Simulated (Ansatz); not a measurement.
# MoSeS monolayer, Janus under uniaxial strain along a, the zigzag direction, with the width clamped, part 2 of 2

Aim: how do the optical modes of MoSeS monolayer, Janus shift and split under this strain?

Ansatz 0.2.0; DFT PBEsol, scalar-relativistic, plane waves, PAW; PAW set soft_1.

So far. Step 4 (Tight relaxation): The largest force component left is 0.14 meV/Å, within the tolerances set.

### Step 5. Zone-centre response at rest

Phonons follow from the second derivative of the energy, found here by linear response.

The modes at rest are the reference of the series.

File input.yaml:

```yaml
crystal:
  lattice:
    - [3.2031081881, 0.0, 0.0]
    - [-1.601554094, 2.773973062, 0.0]
    - [0.0, 0.0, 30.4]
  atoms:
    - { symbol: Mo, position: [0.3333333333, 0.6666666667, 0.3297455859] }
    - { symbol: S, position: [0.6666666667, 0.3333333333, 0.379893902] }
    - { symbol: Se, position: [0.6666666667, 0.3333333333, 0.2739131437] }
  periodic: [true, true, false]
kpoints:
  mp_grid: { grid: [12, 12, 1] }
hamiltonian:
  xc: pbesol
  pseudopotentials: { kind: paw, azcp: { folder: soft_1 }, xc_functional: pbe }
scf:
  occupations: { method: fixed }
output:
  eigenvalues: true
phonons:
  method: dfpt
```

Run with:

```console
$ ansatz run input.yaml --threads 4 --pin off --max-ram 16384MiB --backend cpu --events-out ev --progress --plain --runs-dir out
```

Numbers of over 12 decimals in the logs are rounded to 6 here.

Output:

```text
[...]
Crystal: 3 atoms, lattice volume = 270.114 Å³
Basis set: ecut = 420 eV, 5333 PW (Γ), exchange–correlation on 48×48×432 points (8 copies of the dense FFT grid, shifted against one another)
Bands: 22, of which v1, the nominal top of the filled ones, is band 18 counted from 1 (17 counted from 0)
Symmetry: 6 space group operations
k-points: 43 of 144 (irreducible under 2 space group operations, time reversal used)
[...]
SCF iter   1: F=—  HF=-11210.337872 eV  |F-HF|=—  |Δ(HF+E_count)|=         —  Δρ=3.56e-2  dr2=5.09e0  ethr=3.10e-3  ⟨swp⟩=7.3  Hψ=5463  notcnv=0  defer=69
[...]
SCF iter  13: F=-11209.085000 eV  HF=-11209.085000 eV  |F-HF|=8.39e-10  |Δ(HF+E_count)|=  8.57e-10  Δρ=1.22e-7  dr2=4.90e-11  ethr=1.00e-12  ⟨swp⟩=19.3  Hψ=10414  notcnv=0
SCF 1 converged in 13 iterations: F = -11209.085000 eV  dr2 = 4.90e-11
[...]
DFPT response loops at Γ: preconditioner auto → none (the input reference at scf.mixing.eps_inf says where Resta's filter doesn't serve); β = 0.50; Broyden in place of MSR1
SCF converged after 13 iterations
Free energy (F): -11209.085000 eV
[...]
Internal energy: -11209.085000 eV  (E = F + TS)
E sigma→0 (E₀):  -11209.085000 eV
Fermi energy:    -5.682107 eV
[...]
--- Band table (eV; the first three rows and the last of 43) ---
  k-point 0: bands = [... 14 lower, -7.6710, -6.8370, -6.8370, -5.7537, -2.7259, -2.7259, -2.3634, -2.3634]
  k-point 1: bands = [... 14 lower, -7.8790, -6.9794, -6.7582, -5.7783, -2.9218, -2.7844, -2.6290, -2.4370]
  k-point 2: bands = [... 14 lower, -7.9093, -7.2193, -6.8087, -5.9646, -3.4825, -3.0086, -2.8858, -2.1378]
  k-point 42: bands = [... 14 lower, -8.9255, -8.5902, -7.3184, -6.1172, -3.6222, -2.9376, -2.6459, -1.1525]
--- Phonons (Γ-DFPT): 6 representative perturbations + reference, on 43 of 144 k-points (Σ response iterations 28) ---
  k mesh reduced under 2 symmetry operations, with k and −k counted as one. Each operation leaves every solved perturbation unchanged. A smaller set is not used because it would not reduce the number of displacements times k-points to solve
  ASR residual: 9.312e-5 → 0.000e0 eV/Å²; symmetrization residual: 9.169e-6 eV/Å²
  ASR residual per site (eV/Å²): 9.31e-5 8.28e-5 7.50e-5
  Γ frequencies (cm⁻¹): 0.00 0.00 0.00 207.01 207.01 291.04 354.79 354.79 442.09
  non-analytic LO–TO correction: not included (Born effective charges unavailable; polar crystals: no LO–TO splitting at Γ)
```

Elapsed: 63 s, on 4 threads of Arm Neoverse V1, shared host; peak memory 1.3 GiB.

Numbers from this step:

```
sum-rule residual before enforcement                    : 9.31e-5 eV/Å²
point group                                             : 3m
highest optical mode at the zone centre (no LO-TO term) : 442.1 cm⁻¹
lowest optical zone-centre mode                         : 207.0 cm⁻¹
```

Without the LO-TO term. Patterns of degenerate modes are one choice out of their space. The modes at Γ (shares of kinetic energy by element, %):

| mode | frequency (cm⁻¹) | symmetry | Mo % | S % | Se % |
| --- | --- | --- | --- | --- | --- |
| 1 | 0.0 | acoustic | 46 | 15 | 38 |
| 2 | 0.0 | acoustic | 46 | 15 | 38 |
| 3 | 0.0 | acoustic | 46 | 15 | 38 |
| 4 | 207.0 | E | 15 | 27 | 58 |
| 5 | 207.0 | E | 15 | 27 | 58 |
| 6 | 291.0 | A1 | 20 | 20 | 60 |
| 7 | 354.8 | E | 39 | 57 | 4 |
| 8 | 354.8 | E | 39 | 57 | 4 |
| 9 | 442.1 | A1 | 34 | 65 | 2 |

Displacements in mode 5 (207.0 cm⁻¹), the largest set to 1:
```
Mo1 -0.43 -0.07  0.00
S2  -1.00 -0.16  0.00
Se3  0.92  0.15  0.00
```

Displacements in mode 9 (442.1 cm⁻¹), the largest set to 1:
```
Mo1  0.00  0.00 -0.42
S2   0.00  0.00  1.00
Se3  0.00  0.00  0.10
```

Before it was imposed, the acoustic sum rule was missed by 9.3e-5 eV/Å². Small misses are needed for a sound result but don't prove that mesh and cutoff are converged. The lowest optical mode is real, 207 cm⁻¹.

### Step 6. A member of the series: uniaxial strain of +5 % along a, the zigzag direction, with the width clamped

The cell takes a uniaxial strain of +5 % along a, the zigzag direction, with the width clamped. The cell is held, and the atoms relax in it.

input.yaml, the sections that differ from step 5:

```yaml
crystal:
  lattice:
    - [3.3632635976, 0.0, 0.0]
    - [-1.6816317988, 2.773973062, 0.0]
    - [0.0, 0.0, 30.4]
  atoms:
    - { symbol: Mo, position: [0.3316066283, 0.6632132566, 0.3297328907] }
    - { symbol: S, position: [0.6676021276, 0.3352042552, 0.3791550298] }
    - { symbol: Se, position: [0.6674579108, 0.3349158216, 0.274664711] }
  periodic: [true, true, false]
output:
  forces: true
  stress: true
  eigenvalues: true
relax:
  adjacent_minimum: "off"
  f_tol: 0.001
  max_steps: 60
# kpoints, hamiltonian, scf: as in step 5
# phonons: removed
```

Output:

```text
[...]
--- Relaxed structure (6 steps of the walk, 6 accepted, 0 SCFs on fresh bases) ---
  F+E_penalty+E_count = -11209.00624188 eV   max|allowed force component| = 2.508e-5 eV/Å
  cell:  # Å, volume = 283.6199 Å³
    - [3.3632635976, 0.0, 0.0]
    - [-1.6816317988, 2.773973062, 0.0]
    - [0.0, 0.0, 30.4]
  atoms:
    - { symbol: Mo, position: [0.331170, 0.662341, 0.329732] }
    - { symbol: S, position: [0.667831, 0.335662, 0.378973] }
    - { symbol: Se, position: [0.667665, 0.335331, 0.274848] }
[key lines of the parts left out:]
SCF converged after 3 iterations
Free energy (F): -11209.006242 eV
Fermi energy:    -5.581981 eV
P = ½ c Tr σ = -3.4100 N/m
```

Run time: 49 s. Hardware: 4 threads; peak memory 0.71 GiB.

Relaxation path:

| step | energy less that of the first step (eV) | largest force component (eV/Å) |
| --- | --- | --- |
| 1 | 0.0000 | 0.0971 |
| 2 | -0.0002 | 0.1092 |
| 3 | -0.0006 | 0.0055 |
| 4 | -0.0006 | 0.0052 |
| 5 | -0.0006 | 0.0000 |
| 6 | -0.0006 | 0.0000 |

The run keeps the 2 symmetry operations that it works with, so distortions that break them were not tested.

The relaxed structure:

```
Mo S Se
1.0
     3.36326    0.00000    0.00000
    -1.68163    2.77397    0.00000
     0.00000    0.00000   30.40000
Mo S Se
1 1 1
Direct
  0.33117 0.66234 0.32973
  0.66783 0.33566 0.37897
  0.66767 0.33533 0.27485
```

Numbers from this step:

```yaml
gap_on_the_k_mesh: 1.220 eV
area_per_atom: 3.11 Å²
```

The largest force component left is 0.025 meV/Å.

### Step 7. Modes of this member: uniaxial strain of +5 % along a, the zigzag direction, with the width clamped

The zone-centre modes follow for uniaxial strain of +5 % along a, the zigzag direction, with the width clamped.

input.yaml, the sections that differ from step 6:

```yaml
crystal:
  lattice:
    - [3.3632635976, 0.0, 0.0]
    - [-1.6816317988, 2.773973062, 0.0]
    - [0.0, 0.0, 30.4]
  atoms:
    - { symbol: Mo, position: [0.3311704045, 0.662340809, 0.3297317125] }
    - { symbol: S, position: [0.6678310019, 0.3356620039, 0.3789726102] }
    - { symbol: Se, position: [0.6676652603, 0.3353305205, 0.2748483088] }
  periodic: [true, true, false]
output:
  eigenvalues: true
phonons:
  method: dfpt
# kpoints, hamiltonian, scf: as in step 6
# relax: removed
```

Output:

```text
zone centre: on kpoints.mp_grid the ground state, and the responses unless they are solved on pairs of k-points, stand on 43 of the mesh's 144 k-points, reduced under 2 symmetry operations, with k and −k counted as one. Each operation leaves every solved displacement unchanged or reverses it
[...]
Crystal: 3 atoms, lattice volume = 283.620 Å³
Basis set: ecut = 420 eV, 5637 PW (Γ), exchange–correlation on 48×48×432 points (8 copies of the dense FFT grid, shifted against one another)
Bands: 22, of which v1, the nominal top of the filled ones, is band 18 counted from 1 (17 counted from 0)
Symmetry: 2 space group operations
k-points: 43 of 144 (time reversal used)
[...]
SCF iter   1: F=—  HF=-11210.343659 eV  |F-HF|=—  |Δ(HF+E_count)|=         —  Δρ=3.61e-2  dr2=5.75e0  ethr=3.10e-3  ⟨swp⟩=7.7  Hψ=5563  notcnv=0  defer=73
[...]
SCF iter  15: F=-11209.006242 eV  HF=-11209.006242 eV  |F-HF|=4.73e-11  |Δ(HF+E_count)|=  3.57e-10  Δρ=1.19e-7  dr2=8.37e-11  ethr=1.00e-12  ⟨swp⟩=18.7  Hψ=9194  notcnv=0
SCF 1 converged in 15 iterations: F = -11209.006242 eV  dr2 = 8.37e-11
[...]
SCF converged after 15 iterations
Free energy (F): -11209.006242 eV
[...]
Internal energy: -11209.006242 eV  (E = F + TS)
E sigma→0 (E₀):  -11209.006242 eV
Fermi energy:    -5.581971 eV
[...]
--- Band table (eV; the first three rows and the last of 43) ---
  k-point 0: bands = [... 14 lower, -7.4718, -7.2402, -6.9222, -5.5820, -3.0956, -2.8628, -2.8204, -2.4229]
  k-point 1: bands = [... 14 lower, -7.7441, -7.3957, -6.7628, -5.6234, -3.0995, -3.0099, -2.8701, -2.7671]
  k-point 2: bands = [... 14 lower, -8.3013, -7.6825, -6.7295, -5.8356, -3.4808, -3.3107, -3.1328, -2.4937]
  k-point 42: bands = [... 14 lower, -8.7646, -8.6912, -7.3153, -6.1134, -3.9582, -3.3779, -2.6565, -1.4539]
[...]
ASR residual: 2.527e-4 → 0.000e0 eV/Å²; symmetrization residual: 1.153e-5 eV/Å²
  ASR residual per site (eV/Å²): 2.53e-4 1.26e-4 5.45e-5
  Γ frequencies (cm⁻¹): 0.00 0.00 0.00 200.80 204.46 288.75 337.64 348.09 431.45
[...]
```

It took 99 s on 4 threads; peak memory 1.3 GiB.

This step gave:

- sum-rule residual before enforcement: 2.53e-4 eV/Å²
- point group: m
- highest optical mode at the zone centre (no LO-TO term): 431.4 cm⁻¹
- lowest optical zone-centre mode: 200.8 cm⁻¹

Without the LO-TO term. Patterns of degenerate modes are one choice out of their space. The modes at Γ (shares of kinetic energy by element, %):

| mode | frequency (cm⁻¹) | symmetry | Mo % | S % | Se % |
| --- | --- | --- | --- | --- | --- |
| 1 | 0.0 | acoustic | 46 | 15 | 38 |
| 2 | 0.0 | acoustic | 46 | 15 | 38 |
| 3 | 0.0 | acoustic | 46 | 15 | 38 |
| 4 | 200.8 | A'' | 15 | 27 | 58 |
| 5 | 204.5 | A' | 15 | 28 | 58 |
| 6 | 288.8 | A' | 20 | 20 | 60 |
| 7 | 337.6 | A'' | 39 | 57 | 4 |
| 8 | 348.1 | A' | 40 | 56 | 5 |
| 9 | 431.4 | A' | 33 | 66 | 1 |

The lowest optical mode is real, 201 cm⁻¹, and the highest lies at 431.4 cm⁻¹.

Between step 5 and this run (strain 5 %) the value for the highest optical mode at the zone centre (no LO-TO term) moves from 442 cm⁻¹ to 431 cm⁻¹ (-2 %).

### Step 8. Relaxation of a member: uniaxial strain of -3 % along a, the zigzag direction, with the width clamped

The cell takes a uniaxial strain of -3 % along a, the zigzag direction, with the width clamped. The cell is held, and the atoms relax in it.

input.yaml, the sections that differ from step 7:

```yaml
crystal:
  lattice:
    - [3.1070149424, 0.0, 0.0]
    - [-1.5535074712, 2.773973062, 0.0]
    - [0.0, 0.0, 30.4]
  atoms:
    - { symbol: Mo, position: [0.3341894572, 0.6683789145, 0.3297566752] }
    - { symbol: S, position: [0.6661841807, 0.3323683613, 0.3802690902] }
    - { symbol: Se, position: [0.6662930287, 0.3325860575, 0.2735268662] }
  periodic: [true, true, false]
output:
  forces: true
  stress: true
  eigenvalues: true
relax:
  adjacent_minimum: "off"
  f_tol: 0.001
  max_steps: 60
# kpoints, hamiltonian, scf: as in step 7
# phonons: removed
```

Output:

```text
[...]
Crystal: 3 atoms, lattice volume = 262.011 Å³
Basis set: ecut = 420 eV, 5117 PW (Γ), exchange–correlation on 48×48×432 points (8 copies of the dense FFT grid, shifted against one another)
Bands: 22, of which v1, the nominal top of the filled ones, is band 18 counted from 1 (17 counted from 0)
Symmetry: 2 space group operations
[...]
--- Relaxed structure (5 steps of the walk, 5 accepted, 0 SCFs on fresh bases) ---
  F+E_penalty+E_count = -11209.04973487 eV   max|allowed force component| = 1.048e-4 eV/Å
  cell:  # Å, volume = 262.0108 Å³
    - [3.1070149424, 0.0, 0.0]
    - [-1.5535074712, 2.773973062, 0.0]
    - [0.0, 0.0, 30.4]
  atoms:
    - { symbol: Mo, position: [0.334617, 0.669234, 0.329763] }
    - { symbol: S, position: [0.665938, 0.331876, 0.380458] }
    - { symbol: Se, position: [0.666112, 0.332223, 0.273331] }
[key lines of the parts left out:]
SCF converged after 6 iterations
Free energy (F): -11209.049735 eV
Fermi energy:    -5.610944 eV
P = ½ c Tr σ = 2.6302 N/m
```

It took 41 s on 4 threads; peak memory 0.68 GiB; 2.7 min of CPU time.

Step by step:

| step | energy less that of the first step (eV) | largest force component (eV/Å) |
| --- | --- | --- |
| 1 | 0.0000 | 0.1087 |
| 2 | -0.0005 | 0.0849 |
| 3 | -0.0008 | 0.0040 |
| 4 | -0.0008 | 0.0040 |
| 5 | -0.0008 | 0.0001 |

Forces are held to the 2 operations that the run works with; a distortion that breaks them can't arise in this run.

The relaxed structure:

```
Mo S Se
1.0
     3.10701    0.00000    0.00000
    -1.55351    2.77397    0.00000
     0.00000    0.00000   30.40000
Mo S Se
1 1 1
Direct
  0.33462 0.66923 0.32976
  0.66594 0.33188 0.38046
  0.66611 0.33222 0.27333
```

This step gave:

| Quantity | Value |
| --- | --- |
| gap on the k-mesh | 1.642 eV |
| area per atom | 2.873 Å² |

The largest force component left is 0.10 meV/Å.

### Step 9. Modes of this member: uniaxial strain of -3 % along a, the zigzag direction, with the width clamped

The zone-centre modes follow for uniaxial strain of -3 % along a, the zigzag direction, with the width clamped.

input.yaml, the sections that differ from step 8:

```yaml
crystal:
  lattice:
    - [3.1070149424, 0.0, 0.0]
    - [-1.5535074712, 2.773973062, 0.0]
    - [0.0, 0.0, 30.4]
  atoms:
    - { symbol: Mo, position: [0.3346168582, 0.6692337163, 0.3297633829] }
    - { symbol: S, position: [0.665938093, 0.331876186, 0.3804580076] }
    - { symbol: Se, position: [0.6661117155, 0.332223431, 0.2733312411] }
  periodic: [true, true, false]
output:
  eigenvalues: true
phonons:
  method: dfpt
# kpoints, hamiltonian, scf: as in step 8
# relax: removed
```

Output:

```text
[...]
Crystal: 3 atoms, lattice volume = 262.011 Å³
Basis set: ecut = 420 eV, 5117 PW (Γ), exchange–correlation on 48×48×432 points (8 copies of the dense FFT grid, shifted against one another)
Bands: 22, of which v1, the nominal top of the filled ones, is band 18 counted from 1 (17 counted from 0)
Symmetry: 2 space group operations
k-points: 43 of 144 (time reversal used)
[...]
k-point 2: bands = [... 14 lower, -7.5940, -6.8741, -6.8609, -6.0660, -3.5352, -2.8885, -2.5801, -1.8676]
  k-point 42: bands = [... 14 lower, -9.0168, -8.5061, -7.3085, -6.1201, -3.5493, -2.6953, -2.4473, -0.9979]
[...]
ASR residual: 5.332e-5 → 0.000e0 eV/Å²; symmetrization residual: 1.062e-5 eV/Å²
  ASR residual per site (eV/Å²): 5.33e-5 2.09e-5 3.90e-5
  Γ frequencies (cm⁻¹): 0.00 0.00 0.00 206.99 209.82 291.83 356.78 363.22 447.89
[...]
[key lines of the parts left out:]
SCF converged after 16 iterations
Free energy (F): -11209.049735 eV
Fermi energy:    -5.610948 eV
```

Run time: 89 s. Hardware: 4 threads; peak memory 1.2 GiB.

Numbers from this step:

```yaml
sum_rule_residual_before_enforcement: 5.33e-5 eV/Å²
highest_optical_mode_at_the_zone_centre_no_lo_to_term: 447.9 cm⁻¹
lowest_optical_zone_centre_mode: 207.0 cm⁻¹
```

Without the LO-TO term. Patterns of degenerate modes are one choice out of their space. The modes at Γ (shares of kinetic energy by element, %):

| mode | frequency (cm⁻¹) | symmetry | Mo % | S % | Se % |
| --- | --- | --- | --- | --- | --- |
| 1 | 0.0 | acoustic | 46 | 15 | 38 |
| 2 | 0.0 | acoustic | 46 | 15 | 38 |
| 3 | 0.0 | acoustic | 46 | 15 | 38 |
| 4 | 207.0 | A' | 15 | 27 | 58 |
| 5 | 209.8 | A'' | 15 | 27 | 58 |
| 6 | 291.8 | A' | 20 | 20 | 60 |
| 7 | 356.8 | A' | 39 | 57 | 4 |
| 8 | 363.2 | A'' | 39 | 57 | 4 |
| 9 | 447.9 | A' | 34 | 65 | 2 |

The lowest optical mode is real, 207 cm⁻¹, and the highest lies at 447.9 cm⁻¹.

### Step 10. The series together

The members are set side by side, also those not shown above.

Energies are extrapolated to zero smearing, and E0 is that at rest; the cell is clamped and the atoms are relaxed. State of the crystal along the series:

| strain (%) | E - E0 (meV/atom) | gap on mesh (eV) |
| --- | --- | --- |
| -3 | 11.76 | 1.642 |
| -2 | 5.076 | 1.68 |
| -1 | 1.232 | 1.716 |
| 0 | 0 | 1.701 |
| 1 | 1.169 | 1.645 |
| 2 | 4.55 | 1.541 |
| 3 | 9.964 | 1.43 |
| 4 | 17.25 | 1.323 |
| 5 | 26.25 | 1.22 |

Optical modes are counted from below at rest and tracked from member to member by their patterns, and modes that stay within 0.3 cm⁻¹ of each other stand once; labels, where given, are those at rest, then, where named, those of the strained cell; the cell is clamped and the atoms are relaxed. Optical modes along the series:

| strain (%) | optical mode 1 E to A'' single part (cm⁻¹) | optical mode 2 E to A' single part (cm⁻¹) | optical mode 3 A1 to A' (cm⁻¹) | optical mode 4 E to A'' single part (cm⁻¹) | optical mode 5 E to A' single part (cm⁻¹) | optical mode 6 A1 to A' (cm⁻¹) |
| --- | --- | --- | --- | --- | --- | --- |
| -3 | 209.8 | 207 | 291.8 | 363.2 | 356.8 | 447.9 |
| -2 | 209 | 207.1 | 291.6 | 360.6 | 356.3 | 446 |
| -1 | 208 | 207.1 | 291.4 | 357.8 | 355.6 | 444.1 |
| 0 | 207 | 207 | 291 | 354.8 | 354.8 | 442.1 |
| 1 | 205.9 | 206.8 | 290.7 | 351.6 | 353.8 | 440 |
| 2 | 204.7 | 206.4 | 290.3 | 348.3 | 352.6 | 437.9 |
| 3 | 203.5 | 205.9 | 289.8 | 344.9 | 351.3 | 435.8 |
| 4 | 202.2 | 205.2 | 289.3 | 341.3 | 349.8 | 433.6 |
| 5 | 200.8 | 204.5 | 288.8 | 337.6 | 348.1 | 431.4 |

Value and slope at zero strain of a cubic (a lower polynomial where under five rows exist) through the rows within 2 % of rest. Slopes at rest:

| mode | frequency (cm⁻¹) | shift per percent of strain (cm⁻¹) |
| --- | --- | --- |
| optical mode 1 E to A'' single part | 207 | -1.06 |
| optical mode 2 E to A' single part | 207 | -0.18 |
| optical mode 3 A1 to A' | 291 | -0.35 |
| optical mode 4 E to A'' single part | 354.8 | -3.07 |
| optical mode 5 E to A' single part | 354.8 | -0.91 |
| optical mode 6 A1 to A' | 442.1 | -2.02 |

### Step 11. What came out

* members: 9
* highest optical mode at the zone centre (no LO-TO term), at rest: 442.1 cm⁻¹
* optical mode 3 A1 to A', shift per percent: -0.35 cm⁻¹
* optical mode 4 E to A'' single part, shift per percent: -3.07 cm⁻¹
* optical mode 5 E to A' single part, shift per percent: -0.91 cm⁻¹
* optical mode 6 A1 to A', shift per percent: -2.02 cm⁻¹

The strain lowers the symmetry: the level at 354.8 cm⁻¹ splits, into 337.6 and 348.1 cm⁻¹ at +5 %. Within 2 % of rest optical mode 2 E to A' single part bends away from a straight line, so a single slope holds only near rest. The fastest shift in the table of slopes is -3.1 cm⁻¹ for each percent (optical mode 4 E to A'' single part). The width is clamped, so the contraction across the strain that a free sheet shows is left out. These are harmonic frequencies at zero temperature: anharmonic shifts, linewidths and thermal expansion are left out. The starting cell was built on a prototype and not taken from a measurement. The PAW files were made for PBE; the program adapts parts of them to the functional of the run, but their partial waves stay those of PBE, an approximation that was not tested in this session. Only the zone centre was solved, so an instability at another wavevector cannot show here. In a sheet the LO-TO splitting vanishes at the zone centre, so no such term is missing here.

[Logs are printed without paths, hosts, clocks, repeated set-up lines and the standing remarks that a program may print on its own settings, such as how far it seeks lower states.]

[Hosts, paths, dates, database ids (printed as entryN), source tags and the programs' standing remarks are cut or masked in the printed files.]
